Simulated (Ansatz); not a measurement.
# Ba on Rh(100): change of the work function, part 4 of 4

How does one ordered layer of Ba (hollow site) change the work function of Rh(100), and what dipole does each adsorbate carry?

Ansatz 0.2.0; plane-wave DFT, PBE, Ansatz PAW.

So far, work function, upper face (eV): step 2 (the clean slab) 5.08; step 3 (the covered slab) 1.94; step 5 (the slab at 0.25 ML, atoms frozen) 1.94; step 6 (the substrate of the 0.25 ML cell alone) 5.08.

### 9. The same run with other settings

This step: plane-wave DFT, PBE, Ansatz PAW (Ansatz 0.2.0).

System of this step: Ba/Rh(100). The cell holds 17 atoms: 16 Rh and 1 Ba. Its edges and angles: a = 5.374 Å, b = 5.374 Å, c = 26.931 Å, α = 90.0°, β = 90.0°, γ = 90.0°. Vacuum lies along c.

An input spoilt on purpose, to show how the run answers: it repeats the earlier run at 0.25 ML with scf.mixing to algorithm: anderson, beta: 0.001, ndim: 1, and scf.max_iter set to 50; its output block differs too.

input.yaml

```yaml
crystal:
  lattice:
    - [5.374011537, 0.0, 0.0]
    - [0.0, 5.374011537, 0.0]
    - [0.0, 0.0, 26.9312339334]
  atoms:
    - { symbol: Rh, position: [0.25, 0.25, 0.3341844649] }
    - { symbol: Rh, position: [0.0, 0.0, 0.4047345186] }
    - { symbol: Rh, position: [0.25, 0.25, 0.4766657493] }
    - { symbol: Rh, position: [0.0, 0.0, 0.5458324453] }
    - { symbol: Rh, position: [0.25, 0.75, 0.3341844649] }
    - { symbol: Rh, position: [0.0, 0.5, 0.4047345186] }
    - { symbol: Rh, position: [0.25, 0.75, 0.4766657493] }
    - { symbol: Rh, position: [0.0, 0.5, 0.5458324453] }
    - { symbol: Rh, position: [0.75, 0.25, 0.3341844649] }
    - { symbol: Rh, position: [0.5, 0.0, 0.4047345186] }
    - { symbol: Rh, position: [0.75, 0.25, 0.4766657493] }
    - { symbol: Rh, position: [0.5, 0.0, 0.5458324453] }
    - { symbol: Rh, position: [0.75, 0.75, 0.3341844649] }
    - { symbol: Rh, position: [0.5, 0.5, 0.4047345186] }
    - { symbol: Rh, position: [0.75, 0.75, 0.4766657493] }
    - { symbol: Rh, position: [0.5, 0.5, 0.5458324453] }
    - { symbol: Ba, position: [0.25, 0.25, 0.6658155351] }
kpoints:
  mp_grid: { grid: [6, 6, 1] }
hamiltonian:
  xc: pbe
scf:
  occupations: { method: fermi_dirac, width: 0.1 }
  convergence: { dr2_threshold: 1.0e-08 }
  mixing: { algorithm: anderson, beta: 0.001, ndim: 1 }
  max_iter: 50
efield:
  axis: 3
  dipole_correction: true
  ramp_position: 0.97
  ramp_width: 0.06
relax:
  f_tol: 0.02
  max_steps: 60
  constraints: [{ sites: [0, 1, 4, 5, 8, 9, 12, 13] }]
output:
  bader: true
  dos: { projected: true, e_range: [-8, 4] }
  write_potential: true
  write_density: true
  volumetric_format: npy
```

Started as:

```sh
ansatz run input.yaml --threads 4 --pin off --max-ram 6144MiB --backend cpu --events-out ev --progress --plain --runs-dir out
```

Numbers of over 12 decimals in the logs are rounded to 6 here.

The program printed:

```text
The last accepted step is kept in <dir> (removed where the run ends without a failure and the disk answers)
Engine: ansatz 0.2.0, aarch64-unknown-linux-gnu
Pseudopotentials: kind: paw
Pseudopotential: Rh, paw, valence charge 17, recommended cutoff 420 eV (normal), Rh.paw.azcp
Pseudopotential: Ba, paw, valence charge 10, recommended cutoff 420 eV (normal), Ba.paw.azcp
Functional definition: PBE
  parameter kappa = 0.804
  parameter beta = 0.066725
  exchange = pbe_x(kappa = kappa, mu = beta*pi^2/3)
  correlation = pbe_c(beta = beta)
Crystal: 17 atoms, lattice volume = 777.774 Å³
Basis set: ecut = 420 eV, 15115 PW (Γ), exchange–correlation on 72×72×384 points (8 copies of the dense FFT grid, shifted against one another)
Bands: 170, of which v1, the nominal top of the filled ones, is band 141 counted from 1 (140 counted from 0)
Symmetry: 8 space group operations
Space group: P4mm (ITA 99), of the structure as read, at distance tolerance 9.2e-5 Å
k-points: 10 of 36
Non-local potential: Rh, projectors of the file, l = 0: 3, l = 1: 2, l = 2: 2, l = 3: 1
Non-local potential: Ba, projectors of the file, l = 0: 3, l = 1: 2, l = 2: 2, l = 3: 2
PAW form: soft (Blöchl's): semilocal exchange-correlation on the pseudo side does not see the compensation charge
PAW one-centre angular grid: Rh, 590 points (default); XC on 64 Gauss nodes
PAW one-centre angular grid: Ba, 194 points (default); XC on 64 Gauss nodes
Initial density: superposition of atomic densities (neutral atoms: chi_scale 0, normalization atom), corrected by the library's trained network
Initial wavefunctions: pseudopotential atomic-orbital guess
Functional: x = pbe(κ = 0.804, μ = 0.219515), c = pbe(β = 0.066725)
SCF iter   1: F=—  HF=-108388.947804 eV  |F-HF|=—  |Δ(HF+E_count)|=         —  Δρ=7.52e-3  dr2=1.36e1  ethr=1.77e-3  p=0.524 e·Å  D=1.22e-1 V/Å  ΔV_dip=-3.28 eV  dr2_dipole=6.55e0  V_vac-E_F(+/−)=1.49/4.77 eV  ⟨swp⟩=10.6  Hψ=8465  notcnv=0  defer=3
efield: sawtooth ramp at fractional position 0.9700 (set: `efield.ramp_position`, or a place that a band, a saddle search or an elastic batch's reference lends), width 0.0600; the density the first Hamiltonian is built on has a dipole p = 0.524 e·Å; the dipole correction subtracts the counter field D = 1.22e-1 V/Å, which shifts the + side's vacuum level by -3.28 eV against the − side's; the planar-averaged density in the ramp window peaks in size at 8.3e-6 e/Å³
preconditioner: auto → LDOS  [metal: Δε(μ)=0.020 eV  Ē_g=4.661 eV  σ=0.100 eV  W_gap=0.05  n_scr=138 (ndim 1)  ℏωp=16.4 eV  f_vac=0.596  D(μ)=32.48/eV (n_scr^D=290)  β=0.001 kept]
SCF iter   2: F=—  HF=-108388.984143 eV  |F-HF|=—  |Δ(HF+E_count)|=   3.63e-2  Δρ=7.99e-3  dr2=1.56e1  ethr=1.77e-3  p=0.524 e·Å  D=1.22e-1 V/Å  ΔV_dip=-3.28 eV  dr2_dipole=7.47e0  V_vac-E_F(+/−)=1.49/4.78 eV  ⟨swp⟩=1.0  Hψ=1960  notcnv=0  defer=3
SCF iter   3: F=—  HF=-108388.985783 eV  |F-HF|=—  |Δ(HF+E_count)|=   1.64e-3  Δρ=8.00e-3  dr2=1.55e1  ethr=1.77e-3  p=0.524 e·Å  D=1.22e-1 V/Å  ΔV_dip=-3.28 eV  dr2_dipole=7.45e0  V_vac-E_F(+/−)=1.49/4.78 eV  ⟨swp⟩=1.0  Hψ=1688  notcnv=0  defer=3
SCF iter   4: F=—  HF=-108388.985447 eV  |F-HF|=—  |Δ(HF+E_count)|=   3.36e-4  Δρ=8.01e-3  dr2=1.55e1  ethr=1.77e-3  p=0.524 e·Å  D=1.22e-1 V/Å  ΔV_dip=-3.28 eV  dr2_dipole=7.44e0  V_vac-E_F(+/−)=1.49/4.78 eV  ⟨swp⟩=1.0  Hψ=1688  notcnv=0  defer=3
SCF iter   5: F=—  HF=-108388.984844 eV  |F-HF|=—  |Δ(HF+E_count)|=   6.03e-4  Δρ=8.00e-3  dr2=1.55e1  ethr=1.77e-3  p=0.524 e·Å  D=1.22e-1 V/Å  ΔV_dip=-3.28 eV  dr2_dipole=7.42e0  V_vac-E_F(+/−)=1.49/4.78 eV  ⟨swp⟩=1.0  Hψ=1688  notcnv=0  defer=3
SCF iter   6: F=—  HF=-108388.984185 eV  |F-HF|=—  |Δ(HF+E_count)|=   6.60e-4  Δρ=8.00e-3  dr2=1.54e1  ethr=1.77e-3  p=0.524 e·Å  D=1.22e-1 V/Å  ΔV_dip=-3.28 eV  dr2_dipole=7.41e0  V_vac-E_F(+/−)=1.49/4.78 eV  ⟨swp⟩=1.0  Hψ=1688  notcnv=0  defer=3
SCF iter   7: F=—  HF=-108388.983537 eV  |F-HF|=—  |Δ(HF+E_count)|=   6.47e-4  Δρ=7.99e-3  dr2=1.54e1  ethr=1.77e-3  p=0.524 e·Å  D=1.22e-1 V/Å  ΔV_dip=-3.28 eV  dr2_dipole=7.39e0  V_vac-E_F(+/−)=1.50/4.78 eV  ⟨swp⟩=1.0  Hψ=1688  notcnv=0  defer=3
SCF iter   8: F=—  HF=-108388.982904 eV  |F-HF|=—  |Δ(HF+E_count)|=   6.33e-4  Δρ=7.98e-3  dr2=1.54e1  ethr=1.77e-3  p=0.524 e·Å  D=1.22e-1 V/Å  ΔV_dip=-3.28 eV  dr2_dipole=7.38e0  V_vac-E_F(+/−)=1.50/4.78 eV  ⟨swp⟩=1.0  Hψ=1688  notcnv=0  defer=3
SCF iter   9: F=—  HF=-108388.982291 eV  |F-HF|=—  |Δ(HF+E_count)|=   6.14e-4  Δρ=7.97e-3  dr2=1.53e1  ethr=1.77e-3  p=0.524 e·Å  D=1.22e-1 V/Å  ΔV_dip=-3.28 eV  dr2_dipole=7.36e0  V_vac-E_F(+/−)=1.50/4.78 eV  ⟨swp⟩=1.0  Hψ=1688  notcnv=0  defer=3
SCF iter  10: F=—  HF=-108388.981668 eV  |F-HF|=—  |Δ(HF+E_count)|=   6.22e-4  Δρ=7.97e-3  dr2=1.53e1  ethr=1.77e-3  p=0.524 e·Å  D=1.22e-1 V/Å  ΔV_dip=-3.28 eV  dr2_dipole=7.35e0  V_vac-E_F(+/−)=1.50/4.78 eV  ⟨swp⟩=1.0  Hψ=1688  notcnv=0  defer=3
[...]
iteration 32: the SCF's residuals had fallen too slowly under its mixing. It goes on by minimising its free energy, and can end on another state than longer mixing would; under `scf.algorithm: density_mixing` no SCF does so, but by `scf.convergence.dm_fallback`
[...]
SCF 1 converged in 39 iterations: F = -108388.636895 eV  dr2 = 8.85e-9
[...]
relax step   1: F+E_penalty+E_count = -108388.63689462 eV  Δ(F+E_penalty+E_count) = +0.000e0 eV  max|allowed force component| = 1.704e0 eV/Å  Δτ_max = 0.0000 Å  (39 SCF iters, accepted)
[...]
efield: sawtooth ramp at fractional position 0.9700 (set: `efield.ramp_position`, or a place that a band, a saddle search or an elastic batch's reference lends), width 0.0600; the density the first Hamiltonian is built on has a dipole p = 0.410 e·Å; the dipole correction subtracts the counter field D = 9.54e-2 V/Å, which shifts the + side's vacuum level by -2.57 eV against the − side's; the planar-averaged density in the ramp window peaks in size at 4.1e-6 e/Å³
eigensolver tolerance schedule calibrated: the retry pair's looser diagonalisation under-reported the residual by θ = 0.11 (0.13/decade); ethr = c·dr2/N_el runs at the constant in force after the calibration composes with the one it found (an armed cap, an earlier calibration), c = 5.6e-2
[...]
```

Elapsed: 10 min, on 4 threads of Arm Neoverse V1, shared host; peak memory 4.3 GiB.

The run was cut off at its time limit.

The fault put into the input: mixing far too weak.

### 10. A changed input

System of this step: Rh(100). The cell holds 4 atoms: 4 Rh. Its edges and angles: a = 2.687 Å, b = 2.687 Å, c = 23.700 Å, α = 90.0°, β = 90.0°, γ = 90.0°. Vacuum lies along c.

An input spoilt on purpose, to show how the run answers: it repeats the earlier run at 0 ML with efield.ramp_width from 0.06 to 0.9, and scf.max_iter set to 75.

input.yaml

```yaml
crystal:
  lattice:
    - [2.6870057685, 0.0, 0.0]
    - [0.0, 2.6870057685, 0.0]
    - [0.0, 0.0, 23.7]
  atoms:
    - { symbol: Rh, position: [0.5, 0.5, 0.3797468354] }
    - { symbol: Rh, position: [0.0, 0.0, 0.4599156118] }
    - { symbol: Rh, position: [0.5, 0.5, 0.5400843882] }
    - { symbol: Rh, position: [0.0, 0.0, 0.6202531646] }
kpoints:
  mp_grid: { grid: [11, 11, 1] }
hamiltonian:
  xc: pbe
scf:
  occupations: { method: fermi_dirac, width: 0.1 }
  convergence: { dr2_threshold: 1.0e-08 }
  max_iter: 75
efield:
  axis: 3
  dipole_correction: true
  ramp_position: 0.97
  ramp_width: 0.9
relax:
  f_tol: 0.02
  max_steps: 60
  constraints: [{ sites: [0, 1] }]
output:
  write_potential: true
  write_density: true
  volumetric_format: npy
```

The program printed:

```text
The last accepted step is kept in <dir> (removed where the run ends without a failure and the disk answers)
Engine: ansatz 0.2.0, aarch64-unknown-linux-gnu
Pseudopotentials: kind: paw
Pseudopotential: Rh, paw, valence charge 17, recommended cutoff 420 eV (normal), Rh.paw.azcp
Functional definition: PBE
  parameter kappa = 0.804
  parameter beta = 0.066725
  exchange = pbe_x(kappa = kappa, mu = beta*pi^2/3)
  correlation = pbe_c(beta = beta)
Crystal: 4 atoms, lattice volume = 171.114 Å³
Basis set: ecut = 420 eV, 3379 PW (Γ), exchange–correlation on 36×36×320 points (8 copies of the dense FFT grid, shifted against one another)
Bands: 41, of which v1, the nominal top of the filled ones, is band 34 counted from 1 (33 counted from 0)
Symmetry: 8 space group operations
k-points: 21 of 121
Non-local potential: Rh, projectors of the file, l = 0: 3, l = 1: 2, l = 2: 2, l = 3: 1
PAW form: soft (Blöchl's): semilocal exchange-correlation on the pseudo side does not see the compensation charge
PAW one-centre angular grid: Rh, 590 points (default); XC on 64 Gauss nodes
Initial density: superposition of atomic densities (neutral atoms: chi_scale 0, normalization atom), corrected by the library's trained network
Initial wavefunctions: pseudopotential atomic-orbital guess
Functional: x = pbe(κ = 0.804, μ = 0.219515), c = pbe(β = 0.066725)
Error: efield: ion 0 (Rh) at fractional coordinate 0.3797 along the field axis lies inside the sawtooth ramp with 2 of the planes that the density is read on at each end, [0.9575, 0.8825] — the ramp must sit in vacuum (an ion there feels the fictitious reversed slope); set or move the ramp (efield.ramp_position / ramp_width) or move the geometry
```

Wall time 0.15 s (4 threads); peak memory 0.26 GiB.

The input was rejected at the start.

The program's message: “Error: efield: ion 0 (Rh) at fractional coordinate 0.3797 along the field axis lies inside the sawtooth ramp with 2 of the planes that the density is read on at each end, [0.9575, 0.8825] — the ramp m …”

The fault put into the input: a ramp so wide that it reaches the atoms.

### 11. Summary of results

| Quantity | Value |
| --- | --- |
| work function of the clean face | 5.08 eV |
| work function at 0.25 ML | 1.94 eV |
| dipole per adsorbate at 0.25 ML, positive end outwards | 2.42 D |
| step of the potential from the moved charge at 0.25 ML, upper less lower side, atoms held | -3.15 eV |

In words: Ba lowers the work function of Rh(100) at the lowest coverage, by 3.14 eV: the adsorbate layer has its positive end outwards. One coverage alone was completed, so no trend follows. The slab has 4 layers, at the tabulated experimental lattice constant, one starting site was run, and quantum-size effects of a slab this thin can reach one or two tenths of an eV.

[Logs are printed without paths, hosts, clocks, repeated set-up lines and the standing remarks that a program may print on its own settings, such as how far it seeks lower states.]

[Hosts, paths, dates, database ids (printed as entryN), source tags and the programs' standing remarks are cut or masked in the printed files.]

[Maps of the electrostatic potential energy from Ansatz leave out the sawtooth potential of an applied field or a dipole correction, so their vacuum need not be flat; planar profiles and work functions include it.]
